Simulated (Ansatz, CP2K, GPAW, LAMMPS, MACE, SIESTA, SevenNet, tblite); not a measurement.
# What went wrong? GPAW on liquid Cu at 1420 K (97 atoms)

Program: GPAW 26.7.0, a calculation on a cell of 97 Cu, 13.2 Å³ an atom.

The input, run.py:

```python
import numpy as np
from ase.io import read
from gpaw import GPAW, FermiDirac

atoms = read("structure.xyz")
atoms.calc = GPAW(
    mode="lcao",
    basis="dzp",
    h=0.2,
    xc="PBE",
    kpts={"size": (1, 1, 1), "gamma": True},
    occupations=FermiDirac(0.05),
    maxiter=3,
    symmetry={"point_group": False},
    txt="gpaw.txt",
)
energy = atoms.get_potential_energy(force_consistent=True)
forces = atoms.get_forces()
print(f"energy {energy:.6f} eV")
print("forces (eV/A)")
for i, (a, f) in enumerate(zip(atoms, forces)):
    print(f"{i:4d} {a.symbol:2s} {f[0]:10.5f} {f[1]:10.5f} {f[2]:10.5f}")
print(f"Fermi level {atoms.calc.get_fermi_level():.4f} eV")
for k in range(len(atoms.calc.get_ibz_k_points())):
    for s in range(atoms.calc.get_number_of_spins()):
        e = atoms.calc.get_eigenvalues(kpt=k, spin=s)
        n = np.searchsorted(e, atoms.calc.get_fermi_level())
        print(f"k {k} spin {s} levels about the Fermi level:", np.round(e[max(n - 6, 0):n], 4).tolist(), "|", np.round(e[n:n + 6], 4).tolist())
```

The input, structure.xyz:

```xyz
97
Lattice="10.87110 0.00000 0.00000 0.00000 10.87110 0.00000 0.00000 0.00000 10.87110" Properties=species:S:1:pos:R:3 pbc="T T T"
Cu 2.65581 3.29829 1.80449
Cu 9.69746 9.07922 9.45123
Cu 4.64131 4.90167 2.91400
Cu 6.71856 9.98152 5.88040
Cu 1.76090 1.93593 0.18013
Cu 8.61654 4.79644 4.41258
Cu 3.55528 9.93575 2.52275
Cu 4.31604 9.47232 6.05596
Cu 4.28463 5.24509 5.38663
Cu 5.78919 7.36908 5.66602
[... 83 atom lines left out ...]
Cu 8.34411 7.71413 7.65706
Cu 2.99129 5.81299 1.65936
Cu 0.10262 7.63510 0.69521
Cu 9.86335 1.95962 0.42745
```

Started as:

```bash
$ OMP_NUM_THREADS=1 python run.py > output.txt
```

Log:

```text
gpaw.KohnShamConvergenceError
```

gpaw.txt:

```text
Input parameters:
  mode=LCAO(),
  basis={'default': 'dzp'},
  h=0.2,
  kpts=MonkhorstPack(size=(1, 1, 1), gamma=True),
  maxiter=3,
  occupations=Occupations(name='fermi-dirac', width=0.05, fixmagmom=False),
  symmetry=Symmetry(point_group=False),
  xc=XC(name='PBE')
Unit cell  # Å
| periodic |         x |         y |         z |   lengths |    angles |
|----------|-----------|-----------|-----------|-----------|-----------|
|      yes | 10.871100 |  0.000000 |  0.000000 | 10.871100 | 90.000000 |
|      yes |  0.000000 | 10.871100 |  0.000000 | 10.871100 | 90.000000 |
|      yes |  0.000000 |  0.000000 | 10.871100 | 10.871100 | 90.000000 |
Number of symmetries: 1
Symmetry operations  # r_c * U_cc + t_c -> r_c
|   | kind |            matrix            |
|---|------|------------------------------|
| 0 |  E   |  1, 0, 0,  0, 1, 0,  0, 0, 1 |
BZ-sampling:
  Number of BZ points: 1
  Number of IBZ points: 1
  Monkhorst-Pack size: [1, 1, 1]
  Monkhorst-Pack shift: [0, 0, 0]
K-points  # in reciprocal-cell coordinates
|   |                                coordinates |     weight |
|---|--------------------------------------------|------------|
| 0 | (  0.00000000,   0.00000000,   0.00000000) | 1.00000000 |
basis functions: 1455
Spin-components: 1 (collinear spins)
Bands:           645
Projectors:      582
Spin-degeneracy: 2
Datatype:        <class 'float'>
Parallelization:
  kpt:    1
  domain: 1
  band:   1
Density:
  Valence electrons: 1067.0
  Components: 1
  Grid points: [56 56 56]
  Charge: 0.0  # |e|
Potential:
  Grid points: [56 56 56]
species:
  Cu:
    name:    Copper
    Z:       29.0
    valence: 11
    core:    18
    LCAO basis set for Cu:
      Name: dzp
      Number of radial functions: 5
      Number of spherical harmonics: 15
        l=0, rc=8.9688 Bohr: 4s-sz confined orbital
        l=2, rc=5.1719 Bohr: 3d-sz confined orbital
        l=0, rc=5.3281 Bohr: 4s-dz split-valence wave
        l=2, rc=3.1406 Bohr: 3d-dz split-valence wave
        l=1, rc=8.9688 Bohr: p-type Gaussian polarization
      Number of RI-basis functions 0
Reference energy: -4367080.828589  # eV
eigensolver:
density mixing:
  MSR1-Mixer
occupation numbers:
  Fermi-Dirac:
    width: 0.0500  # eV
FastPoissonSolver using
    Stencil: 6*3+1=19 point O(h^6) finite-difference Laplacian
xc functional:
  name: PBE with 2 nearest neighbor stencil
interpolation: tri-quintic # 5. degree polynomial
Initialization done in: 18.081 s
convergence criteria:
- Maximum [total energy] change in last 3 cyles: 0.0005 eV / valence electron
- Maximum integral of absolute [dens]ity change: 0.0001 electrons / valence electron
- Maximum integral of absolute [eigenst]ate change: 4e-08 eV^2 / valence electron
maximum number of iterations: 3
SCF iterations
|iter     |      energy | eigst |  dens |
|---------|-------------|-------|-------|
|iter:   1| -415.717061 |      c|       |
|iter:   2| -372.371728 |      c| -0.85 |
|iter:   3| -351.854052 |      c| -0.95 |
timing:  # [seconds]
  Total: 76.360  # ━━━━━━━━━━━━━━━━━━━━━━━━━━━━━━━━━━━━━━━━━━━━━━━━━━━━━━━━━━
  Init:  18.080  # ━━━━━━━━━━━━━╸
  SCF:   58.197  # ━━━━━━━━━━━━━━━━━━━━━━━━━━━━━━━━━━━━━━━━━━━━
```

Wall time 78 s (1 thread of Intel Xeon 6975P-C (Granite Rapids), shared host); peak memory 1.9 GiB.

Banners, paths, timers and routine set-up lines are dropped from the logs unmarked, and long logs keep their key lines alone; longer cuts are marked.

Why should this run not be trusted?

Too few SCF iterations: iteration limit 3.

The run ended unconverged.

[Also dropped from logs without a mark: logging warnings of Python, and SIESTA's first energy breakdown and zero terms.]

[Logs are printed without paths, hosts, clocks, repeated set-up lines and the standing remarks that a program may print on its own settings, such as how far it seeks lower states.]

[Hosts, paths, dates, database ids (printed as entryN), source tags and the programs' standing remarks are cut or masked in the printed files.]
